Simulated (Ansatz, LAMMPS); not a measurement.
# Glassy 63GeO2-33Na2O-3Sc2O3 (mol %) (92 atoms) under strain, part 3 of 4

Aim: relax glassy 63GeO2-33Na2O-3Sc2O3 (mol %) (92 atoms), then change its volume and shape to read moduli from the stress.

Ansatz 0.2.0; Kohn-Sham DFT, PBE, PAW (set soft_2), plane waves.

The cell: 19 Ge, 20 Na, 2 Sc and 51 O. The quench rate of 25 K/ps is many orders above laboratory rates. The network of bonds at the start is that of the classical potential that made the cell. The Brillouin zone is sampled at Γ only.

So far. Step 2 (Single point at the start): The r.m.s. force at the start is 0.89 eV/Å. Step 3 (Cell and atoms relaxed): The relaxation converged after 33 steps, with a largest force component of 0.033 eV/Å.

## (5) Volume -3 %

The relaxed cell is scaled evenly and the atoms are relaxed again; the stress at the end gives one point of P(V).

Input file input.yaml:

```yaml
crystal:
  lattice:
    - [10.8309, 0.17206, 0.02417]
    - [0.17206, 10.5692, 0.05203]
    - [0.02417, 0.05203, 10.93519]
  atoms:
    [... the 92 atom lines of step 4 ...]
kpoints:
  mp_grid: { grid: [1, 1, 1] }
hamiltonian:
  xc: pbe
scf:
  occupations: { method: fermi_dirac, width: 0.05 }
output:
  forces: true
  eigenvalues: true
  stress: true
relax:
  f_tol: 0.05
  max_steps: 70
```

Launch:

```bash
> ansatz run input.yaml --threads 4 --pin off --max-ram 8192MiB --backend cpu --events-out ev --progress --plain --runs-dir out
```

Numbers of over 12 decimals in the logs are rounded to 6 here.

What it wrote:

```text
Warning: output.stress: scf.convergence.dr2_threshold = 1e-7 eV (the SCF's general default) is looser than the 9.2e-9 eV advised for a printed stress (1e-10 eV for each atom of the cell: 92). What an SCF threshold leaves in a stress goes as its square root, and in the free energy as the threshold itself, and one threshold admits the most on a small cell: [...]
[...]
Crystal: 92 atoms, lattice volume = 1251.436 Å³
Basis set: ecut = 420 eV, 24477 PW (Γ), exchange–correlation on 150×144×150 points (8 copies of the dense FFT grid, shifted against one another)
Bands: 479, of which v1, the nominal top of the filled ones, is band 387 counted from 1 (386 counted from 0)
Symmetry: 1 space group operations
[...]
k-points: 1
[...]
SCF iter   1: F=—  HF=-144577.620890 eV  |F-HF|=—  |Δ(HF+E_count)|=         —  Δρ=2.18e-3  dr2=7.04e-2  ethr=1.77e-3  ⟨swp⟩=5.0  Hψ=1837  notcnv=0  defer=66
[...]
SCF iter   6: F=-144577.620017 eV  HF=-144577.620015 eV  |F-HF|=2.77e-6  |Δ(HF+E_count)|=   1.04e-5  Δρ=2.87e-5  dr2=9.81e-6  ethr=8.07e-9  ⟨swp⟩=9.0  Hψ=2173  notcnv=0
SCF 1 converged in 6 iterations: F = -144577.620017 eV  dr2 = 9.81e-6
[...]
relax step   1: F+E_penalty+E_count = -144577.62001744 eV  Δ(F+E_penalty+E_count) = +0.000e0 eV  max|allowed force component| = 5.469e-1 eV/Å  Δτ_max = 0.0000 Å  (6 SCF iters, dr2 threshold 6.25e-5 eV, accepted)
[...]
relax step   2: F+E_penalty+E_count = -144577.77235485 eV  Δ(F+E_penalty+E_count) = -1.523e-1 eV  max|allowed force component| = 2.498e-1 eV/Å  Δτ_max = 0.0452 Å  (6 SCF iters, dr2 threshold 1.87e-5 eV, accepted)
[...]
relax step   3: F+E_penalty+E_count = -144577.84903786 eV  Δ(F+E_penalty+E_count) = -7.668e-2 eV  max|allowed force component| = 8.259e-2 eV/Å  Δτ_max = 0.0541 Å  (7 SCF iters, dr2 threshold 3.90e-6 eV, accepted)
relax step   4: F+E_penalty+E_count = -144577.79013711 eV  Δ(F+E_penalty+E_count) = +5.890e-2 eV  max|allowed force component| = 2.728e-1 eV/Å  Δτ_max = 0.2000 Å  (10 SCF iters, rejected (line search))
relax step   5: F+E_penalty+E_count = -144577.86041986 eV  Δ(F+E_penalty+E_count) = -1.138e-2 eV  max|allowed force component| = 5.970e-2 eV/Å  Δτ_max = 0.0678 Å  (10 SCF iters, accepted)
relax step   6: F+E_penalty+E_count = -144577.84389731 eV  Δ(F+E_penalty+E_count) = +1.652e-2 eV  max|allowed force component| = 3.108e-1 eV/Å  Δτ_max = 0.1000 Å  (10 SCF iters, rejected (line search))
relax step   7: F+E_penalty+E_count = -144577.86368734 eV  Δ(F+E_penalty+E_count) = -3.267e-3 eV  max|allowed force component| = 5.120e-2 eV/Å  Δτ_max = 0.0346 Å  (9 SCF iters, accepted)
[...]
relax step   8: F+E_penalty+E_count = -144577.86621449 eV  Δ(F+E_penalty+E_count) = -2.527e-3 eV  max|allowed force component| = 1.358e-2 eV/Å  Δτ_max = 0.0270 Å  (8 SCF iters, accepted)
SCF converged after 8 iterations
Free energy (F): -144577.866214 eV
[...]
Internal energy: -144577.866214 eV  (E = F + TS)
E sigma→0 (E₀):  -144577.866214 eV
Fermi energy:    5.801294 eV
[...]
--- Forces (eV/Å), atoms counted from 1 ---
  atom   1  Ge    -0.00580083     0.00233919     0.00577176
  atom   2  Ge    -0.00687031    -0.00174995     0.01302447
  atom   3  Ge    -0.00495827    -0.00387220    -0.00502976
  atom   4  Ge     0.00441911     0.00329499     0.00085626
  atom   5  Ge     0.00349318    -0.00863813    -0.01206328
  atom   6  Ge     0.00109858     0.00249713     0.00077052
  atom   7  Ge    -0.00012504     0.00766404     0.00270390
  atom   8  Ge    -0.00441802     0.00086476    -0.00154092
  atom   9  Ge     0.00462761     0.00986890     0.00478113
  atom  10  Ge    -0.00090187    -0.00603687    -0.00722946
  atom  11  Ge    -0.00957290    -0.01175704     0.00621312
  atom  12  Ge     0.00158362    -0.00083466     0.01091223
  atom  13  Ge     0.00571913    -0.01063591     0.00619987
  atom  14  Ge    -0.00146328     0.00775533     0.00643865
[...]
atom  91  O      0.00031592     0.00123449     0.00105030
  atom  92  O      0.00066525     0.00553226    -0.00157389
  max |Σ_I F_I| component: 3.89e-5 eV/Å
--- Stress (GPa, compression-positive) ---
        1.775489       0.122706      -0.020499
        0.122706       1.280066       0.036922
       -0.020499       0.036922       1.649078
  P = ⅓ Tr σ = 1.5682 GPa (15.682 kbar)
--- Band table (eV) ---
[...]
--- Relaxed structure (8 steps of the walk, 6 accepted, 0 SCFs on fresh bases) ---
  F+E_penalty+E_count = -144577.86621449 eV   max|allowed force component| = 1.358e-2 eV/Å
  atoms:
    - { symbol: Ge, position: [0.726257, 0.529104, 0.604236] }
    - { symbol: Ge, position: [0.230718, 0.043275, 0.795501] }
    - { symbol: Ge, position: [0.442478, 0.954069, 0.214130] }
    - { symbol: Ge, position: [0.798743, 0.417860, 0.171854] }
[...]
- { symbol: O, position: [0.389203, 0.087252, 0.790637] }
```

Wall time 95 s (4 threads of Intel Xeon Platinum 8375C at 2.90GHz (Ice Lake), shared host); peak memory 2 GiB; 5.9 min of CPU time.

The program notes that the SCF threshold is loose for the stress.

The relaxation converged after 8 steps, 0.246 eV below its start, with a largest force component of 0.014 eV/Å.

Volume -3 %: the energy stands 0.173 eV above that of the reference, at a pressure of 1.57 GPa.

## (6) Volume +3 %

The relaxed cell is scaled to another volume.

Input and log are left out; they have the form of those shown for this kind of step.

Wall time 59 s (4 threads of Intel Xeon Platinum 8375C at 2.90GHz (Ice Lake), shared host); peak memory 2.1 GiB; 3.7 min of CPU time.

The relaxation converged after 5 steps, 0.207 eV below its start, with a largest force component of 0.044 eV/Å.

Volume +3 %: the energy stands 0.167 eV above that of the reference, at a pressure of -1.38 GPa.

## (7) Volume -6 %

The relaxed cell is scaled to another volume.

Input and log are left out; they have the form of those shown for this kind of step.

The job ended after 92 s (4 threads of Intel Xeon Platinum 8375C at 2.90GHz (Ice Lake), shared host; peak memory 2 GiB; 5.6 min of CPU time).

The relaxation converged after 8 steps, 1.04 eV below its start, with a largest force component of 0.024 eV/Å.

Volume -6 %: the energy stands 0.763 eV above that of the reference, at a pressure of 3.33 GPa.

## (8) Volume +6 %

The relaxed cell is scaled to another volume.

Input and log are left out; they have the form of those shown for this kind of step.

Wall time 2.7 min (4 threads of Intel Xeon Platinum 8375C at 2.90GHz (Ice Lake), shared host); peak memory 2.2 GiB; 10 min of CPU time.

The relaxation converged after 13 steps, 0.821 eV below its start, with a largest force component of 0.028 eV/Å.

Volume +6 %: the energy stands 0.612 eV above that of the reference, at a pressure of -2.27 GPa.

## (9) Volume -10 %

The relaxed cell is scaled to another volume.

input.yaml, the sections that differ from step 5:

```yaml
crystal:
  lattice:
    - [10.56383, 0.16782, 0.02358]
    - [0.16782, 10.30859, 0.05075]
    - [0.02358, 0.05075, 10.66555]
  atoms:
    [... the 92 atom lines of step 4 ...]
# kpoints, hamiltonian, scf, output, relax: as in step 5
```

What it wrote:

```text
[...]
Crystal: 92 atoms, lattice volume = 1161.126 Å³
Basis set: ecut = 420 eV, 22683 PW (Γ), exchange–correlation on 144×144×144 points (8 copies of the dense FFT grid, shifted against one another)
Bands: 479, of which v1, the nominal top of the filled ones, is band 387 counted from 1 (386 counted from 0)
Symmetry: 1 space group operations
[...]
k-points: 1
[...]
SCF iter   1: F=—  HF=-144572.595501 eV  |F-HF|=—  |Δ(HF+E_count)|=         —  Δρ=2.31e-3  dr2=7.54e-2  ethr=1.77e-3  ⟨swp⟩=6.0  Hψ=1850  notcnv=0  defer=61
[...]
SCF iter   5: F=—  HF=-144572.595158 eV  |F-HF|=—  |Δ(HF+E_count)|=   8.49e-5  Δρ=9.99e-5  dr2=1.11e-4  ethr=4.98e-8  ⟨swp⟩=2.0  Hψ=577  notcnv=0  defer=84
SCF iter   6: F=-144572.595176 eV  HF=-144572.595172 eV  |F-HF|=3.71e-6  |Δ(HF+E_count)|=   1.43e-5  Δρ=2.74e-5  dr2=8.43e-6  ethr=8.07e-9  ⟨swp⟩=9.0  Hψ=2209  notcnv=0
SCF 1 converged in 6 iterations: F = -144572.595176 eV  dr2 = 8.43e-6
[...]
relax step   1: F+E_penalty+E_count = -144572.59517591 eV  Δ(F+E_penalty+E_count) = +0.000e0 eV  max|allowed force component| = 2.112e0 eV/Å  Δτ_max = 0.0000 Å  (6 SCF iters, dr2 threshold 6.25e-5 eV, accepted)
[...]
relax step   2: F+E_penalty+E_count = -144574.49447494 eV  Δ(F+E_penalty+E_count) = -1.899e0 eV  max|allowed force component| = 9.450e-1 eV/Å  Δτ_max = 0.1391 Å  (6 SCF iters, dr2 threshold 1.00e-4 eV, accepted)
[...]
relax step   3: F+E_penalty+E_count = -144575.51222831 eV  Δ(F+E_penalty+E_count) = -1.018e0 eV  max|allowed force component| = 2.686e-1 eV/Å  Δτ_max = 0.1951 Å  (7 SCF iters, dr2 threshold 5.58e-5 eV, accepted)
relax step   4: F+E_penalty+E_count = -144575.69696452 eV  Δ(F+E_penalty+E_count) = -1.847e-1 eV  max|allowed force component| = 2.972e-1 eV/Å  Δτ_max = 0.2000 Å  (9 SCF iters, dr2 threshold 5.83e-6 eV, accepted)
relax step   5: F+E_penalty+E_count = -144575.76423441 eV  Δ(F+E_penalty+E_count) = -6.727e-2 eV  max|allowed force component| = 1.412e-1 eV/Å  Δτ_max = 0.2000 Å  (7 SCF iters, dr2 threshold 7.14e-6 eV, accepted)
relax step   6: F+E_penalty+E_count = -144575.77652074 eV  Δ(F+E_penalty+E_count) = -1.229e-2 eV  max|allowed force component| = 9.341e-2 eV/Å  Δτ_max = 0.0867 Å  (7 SCF iters, dr2 threshold 4.50e-6 eV, accepted)
relax step   7: F+E_penalty+E_count = -144575.80648239 eV  Δ(F+E_penalty+E_count) = -2.996e-2 eV  max|allowed force component| = 2.396e-1 eV/Å  Δτ_max = 0.2000 Å  (10 SCF iters, accepted)
relax step   8: F+E_penalty+E_count = -144575.84090361 eV  Δ(F+E_penalty+E_count) = -3.442e-2 eV  max|allowed force component| = 3.058e-1 eV/Å  Δτ_max = 0.1048 Å  (6 SCF iters, dr2 threshold 2.51e-5 eV, accepted)
relax step   9: F+E_penalty+E_count = -144575.75154839 eV  Δ(F+E_penalty+E_count) = +8.936e-2 eV  max|allowed force component| = 1.090e0 eV/Å  Δτ_max = 0.1916 Å  (7 SCF iters, dr2 threshold 9.35e-5 eV, rejected (line search))
relax step  10: F+E_penalty+E_count = -144575.91097913 eV  Δ(F+E_penalty+E_count) = -7.008e-2 eV  max|allowed force component| = 1.642e-1 eV/Å  Δτ_max = 0.0958 Å  (10 SCF iters, accepted)
relax step  11: F+E_penalty+E_count = -144575.90668840 eV  Δ(F+E_penalty+E_count) = +4.291e-3 eV  max|allowed force component| = 4.104e-1 eV/Å  Δτ_max = 0.0841 Å  (7 SCF iters, dr2 threshold 7.76e-6 eV, rejected (line search))
relax step  12: F+E_penalty+E_count = -144575.92844915 eV  Δ(F+E_penalty+E_count) = -1.747e-2 eV  max|allowed force component| = 6.396e-2 eV/Å  Δτ_max = 0.0420 Å  (9 SCF iters, accepted)
[...]
relax step  13: F+E_penalty+E_count = -144575.93508667 eV  Δ(F+E_penalty+E_count) = -6.638e-3 eV  max|allowed force component| = 2.715e-2 eV/Å  Δτ_max = 0.0500 Å  (9 SCF iters, accepted)
SCF converged after 9 iterations
Free energy (F): -144575.935087 eV
[...]
Internal energy: -144575.935087 eV  (E = F + TS)
E sigma→0 (E₀):  -144575.935087 eV
Fermi energy:    6.731534 eV
[...]
Σ components = -144575.935087   (vs F -144575.935087, Δ=0.00e0)
--- Forces (eV/Å), atoms counted from 1 ---
  atom   1  Ge    -0.00222265    -0.00289655    -0.00886816
  atom   2  Ge    -0.01055747    -0.00668903     0.01773060
  atom   3  Ge     0.00937726     0.00098812    -0.00041153
  atom   4  Ge    -0.00113425    -0.00334360    -0.00691695
[...]
atom  92  O      0.01736504     0.00458645    -0.01053637
  max |Σ_I F_I| component: 1.36e-4 eV/Å
--- Stress (GPa, compression-positive) ---
        6.263605       0.757573      -0.241494
        0.757573       4.665109       0.468097
       -0.241494       0.468097       6.286465
  P = ⅓ Tr σ = 5.7384 GPa (57.384 kbar)
--- Band table (eV) ---
[...]
--- Relaxed structure (13 steps of the walk, 11 accepted, 0 SCFs on fresh bases) ---
  F+E_penalty+E_count = -144575.93508667 eV   max|allowed force component| = 2.715e-2 eV/Å
  atoms:
    - { symbol: Ge, position: [0.727327, 0.530607, 0.600997] }
    - { symbol: Ge, position: [0.249146, 0.030705, 0.795227] }
    - { symbol: Ge, position: [0.441848, 0.951435, 0.208295] }
    - { symbol: Ge, position: [0.797896, 0.427062, 0.170836] }
[...]
- { symbol: O, position: [0.399485, 0.092917, 0.776241] }
```

Wall time 2.4 min (4 threads); peak memory 1.9 GiB.

The relaxation converged after 13 steps, 3.34 eV below its start, with a largest force component of 0.027 eV/Å.

Volume -10 %: the energy stands 2.10 eV above that of the reference, at a pressure of 5.74 GPa.

## (10) Stretched by 1 % along x

The relaxed cell is strained along x alone, which gives the stiffness along x and its coupling to y and z.

input.yaml, the sections that differ from step 9:

```yaml
crystal:
  lattice:
    - [11.05084, 0.17382, 0.02442]
    - [0.17556, 10.67706, 0.05256]
    - [0.02466, 0.05256, 11.04678]
  atoms:
    [... the 92 atom lines of step 4 ...]
# kpoints, hamiltonian, scf, output, relax: as in step 9
```

What it wrote:

```text
[...]
Crystal: 92 atoms, lattice volume = 1303.041 Å³
Basis set: ecut = 420 eV, 25499 PW (Γ), exchange–correlation on 150×144×150 points (8 copies of the dense FFT grid, shifted against one another)
Bands: 479, of which v1, the nominal top of the filled ones, is band 387 counted from 1 (386 counted from 0)
Symmetry: 1 space group operations
[...]
k-points: 1
[...]
SCF iter   1: F=—  HF=-144577.965155 eV  |F-HF|=—  |Δ(HF+E_count)|=         —  Δρ=2.18e-3  dr2=7.06e-2  ethr=1.77e-3  ⟨swp⟩=5.0  Hψ=1832  notcnv=0  defer=69
[...]
SCF iter   5: F=—  HF=-144577.964516 eV  |F-HF|=—  |Δ(HF+E_count)|=   6.28e-5  Δρ=1.07e-4  dr2=1.44e-4  ethr=5.70e-8  ⟨swp⟩=2.0  Hψ=683  notcnv=0  defer=84
SCF iter   6: F=-144577.964528 eV  HF=-144577.964525 eV  |F-HF|=2.18e-6  |Δ(HF+E_count)|=   9.89e-6  Δρ=3.02e-5  dr2=1.12e-5  ethr=8.07e-9  ⟨swp⟩=8.0  Hψ=2151  notcnv=0
SCF 1 converged in 6 iterations: F = -144577.964528 eV  dr2 = 1.12e-5
[...]
relax step   1: F+E_penalty+E_count = -144577.96452757 eV  Δ(F+E_penalty+E_count) = +0.000e0 eV  max|allowed force component| = 3.630e-1 eV/Å  Δτ_max = 0.0000 Å  (6 SCF iters, dr2 threshold 6.25e-5 eV, accepted)
[...]
relax step   2: F+E_penalty+E_count = -144577.99575216 eV  Δ(F+E_penalty+E_count) = -3.122e-2 eV  max|allowed force component| = 1.798e-1 eV/Å  Δτ_max = 0.0186 Å  (6 SCF iters, dr2 threshold 8.23e-6 eV, accepted)
[...]
relax step   3: F+E_penalty+E_count = -144578.00945137 eV  Δ(F+E_penalty+E_count) = -1.370e-2 eV  max|allowed force component| = 5.170e-2 eV/Å  Δτ_max = 0.0215 Å  (9 SCF iters, accepted)
[...]
relax step   4: F+E_penalty+E_count = -144578.01205383 eV  Δ(F+E_penalty+E_count) = -2.602e-3 eV  max|allowed force component| = 3.466e-2 eV/Å  Δτ_max = 0.0105 Å  (8 SCF iters, accepted)
SCF converged after 8 iterations
Free energy (F): -144578.012054 eV
[...]
Internal energy: -144578.012054 eV  (E = F + TS)
E sigma→0 (E₀):  -144578.012054 eV
Fermi energy:    5.361825 eV
[...]
Σ components = -144578.012054   (vs F -144578.012054, Δ=0.00e0)
--- Forces (eV/Å), atoms counted from 1 ---
  atom   1  Ge    -0.02115519    -0.01814844     0.01406781
  atom   2  Ge    -0.00551387    -0.01653480    -0.01736303
  atom   3  Ge     0.01213056    -0.00651172    -0.00103972
  atom   4  Ge    -0.01322692     0.00342329    -0.00722640
[...]
atom  92  O     -0.00281896     0.02183406     0.00985749
  max |Σ_I F_I| component: 5.53e-5 eV/Å
--- Stress (GPa, compression-positive) ---
       -0.957530       0.023673       0.014022
        0.023673      -0.301644       0.008141
        0.014022       0.008141      -0.365099
  P = ⅓ Tr σ = -0.5414 GPa (-5.414 kbar)
--- Band table (eV) ---
[...]
--- Relaxed structure (4 steps of the walk, 4 accepted, 0 SCFs on fresh bases) ---
  F+E_penalty+E_count = -144578.01205383 eV   max|allowed force component| = 3.466e-2 eV/Å
  atoms:
    - { symbol: Ge, position: [0.725812, 0.528649, 0.606312] }
    - { symbol: Ge, position: [0.228842, 0.047045, 0.797428] }
    - { symbol: Ge, position: [0.443435, 0.955745, 0.216078] }
    - { symbol: Ge, position: [0.796910, 0.415148, 0.171106] }
[...]
- { symbol: O, position: [0.387023, 0.084693, 0.794604] }
```

Elapsed: 51 s, on 4 threads; peak memory 2 GiB.

The relaxation converged after 4 steps, 0.0475 eV below its start, with a largest force component of 0.035 eV/Å.

Stretched by 1 % along x: the energy stands 0.0268 eV above that of the reference, at a pressure of -0.541 GPa.

## (11) Compressed by 1 % along x

The relaxed cell is strained along x alone, which gives the stiffness along x and its coupling to y and z.

input.yaml, the sections that differ from step 10:

```yaml
crystal:
  lattice:
    - [10.83202, 0.17382, 0.02442]
    - [0.17208, 10.67706, 0.05256]
    - [0.02418, 0.05256, 11.04678]
  atoms:
    [... the 92 atom lines of step 4 ...]
# kpoints, hamiltonian, scf, output, relax: as in step 10
```

What it wrote:

```text
[...]
Crystal: 92 atoms, lattice volume = 1277.239 Å³
Basis set: ecut = 420 eV, 24945 PW (Γ), exchange–correlation on 150×144×150 points (8 copies of the dense FFT grid, shifted against one another)
Bands: 479, of which v1, the nominal top of the filled ones, is band 387 counted from 1 (386 counted from 0)
Symmetry: 1 space group operations
[...]
k-points: 1
[...]
SCF iter   1: F=—  HF=-144577.953509 eV  |F-HF|=—  |Δ(HF+E_count)|=         —  Δρ=2.16e-3  dr2=7.00e-2  ethr=1.77e-3  ⟨swp⟩=6.0  Hψ=1834  notcnv=0  defer=69
[...]
SCF iter   5: F=—  HF=-144577.953003 eV  |F-HF|=—  |Δ(HF+E_count)|=   7.47e-5  Δρ=1.06e-4  dr2=1.38e-4  ethr=5.39e-8  ⟨swp⟩=2.0  Hψ=692  notcnv=0  defer=82
SCF iter   6: F=-144577.953015 eV  HF=-144577.953012 eV  |F-HF|=2.88e-6  |Δ(HF+E_count)|=   9.52e-6  Δρ=2.93e-5  dr2=1.05e-5  ethr=8.07e-9  ⟨swp⟩=8.0  Hψ=2164  notcnv=0
SCF 1 converged in 6 iterations: F = -144577.953015 eV  dr2 = 1.05e-5
[...]
relax step   1: F+E_penalty+E_count = -144577.95301537 eV  Δ(F+E_penalty+E_count) = +0.000e0 eV  max|allowed force component| = 3.931e-1 eV/Å  Δτ_max = 0.0000 Å  (6 SCF iters, dr2 threshold 6.25e-5 eV, accepted)
[...]
relax step   2: F+E_penalty+E_count = -144577.98680177 eV  Δ(F+E_penalty+E_count) = -3.379e-2 eV  max|allowed force component| = 1.975e-1 eV/Å  Δτ_max = 0.0181 Å  (6 SCF iters, dr2 threshold 9.66e-6 eV, accepted)
[...]
relax step   3: F+E_penalty+E_count = -144578.00224701 eV  Δ(F+E_penalty+E_count) = -1.545e-2 eV  max|allowed force component| = 5.009e-2 eV/Å  Δτ_max = 0.0229 Å  (9 SCF iters, accepted)
relax step   4: F+E_penalty+E_count = -144578.00117617 eV  Δ(F+E_penalty+E_count) = +1.071e-3 eV  max|allowed force component| = 8.925e-2 eV/Å  Δτ_max = 0.0527 Å  (9 SCF iters, rejected (line search))
[...]
relax step   5: F+E_penalty+E_count = -144578.00639246 eV  Δ(F+E_penalty+E_count) = -4.145e-3 eV  max|allowed force component| = 3.784e-2 eV/Å  Δτ_max = 0.0255 Å  (8 SCF iters, accepted)
SCF converged after 8 iterations
Free energy (F): -144578.006392 eV
[...]
Internal energy: -144578.006392 eV  (E = F + TS)
E sigma→0 (E₀):  -144578.006392 eV
Fermi energy:    5.581307 eV
[...]
Σ components = -144578.006392   (vs F -144578.006392, Δ=0.00e0)
--- Forces (eV/Å), atoms counted from 1 ---
  atom   1  Ge     0.01435942     0.01699147    -0.02195927
  atom   2  Ge     0.00155738     0.01374914     0.01331392
  atom   3  Ge    -0.01647971    -0.00085212     0.00518657
  atom   4  Ge     0.00854564    -0.00153114     0.00612019
[...]
atom  92  O     -0.00035673    -0.01785761     0.00002498
  max |Σ_I F_I| component: 8.26e-5 eV/Å
--- Stress (GPa, compression-positive) ---
        0.951031       0.025145       0.000919
        0.025145       0.279558       0.009982
        0.000919       0.009982       0.391601
  P = ⅓ Tr σ = 0.5407 GPa (5.407 kbar)
--- Band table (eV) ---
[...]
--- Relaxed structure (5 steps of the walk, 4 accepted, 0 SCFs on fresh bases) ---
  F+E_penalty+E_count = -144578.00639246 eV   max|allowed force component| = 3.784e-2 eV/Å
  atoms:
    - { symbol: Ge, position: [0.727153, 0.529884, 0.605829] }
    - { symbol: Ge, position: [0.228461, 0.047376, 0.795633] }
    - { symbol: Ge, position: [0.444301, 0.953899, 0.213946] }
    - { symbol: Ge, position: [0.798884, 0.415948, 0.170720] }
[...]
- { symbol: O, position: [0.389827, 0.083379, 0.790853] }
```

Wall time 59 s (4 threads); peak memory 2 GiB.

The relaxation converged after 5 steps, 0.0534 eV below its start, with a largest force component of 0.038 eV/Å.

Compressed by 1 % along x: the energy stands 0.0324 eV above that of the reference, at a pressure of 0.541 GPa.

(Continued in part 4 of 4.)

[Logs are printed without paths, hosts, clocks, repeated set-up lines and the standing remarks that a program may print on its own settings, such as how far it seeks lower states.]

[Hosts, paths, dates, database ids (printed as entryN), source tags and the programs' standing remarks are cut or masked in the printed files.]
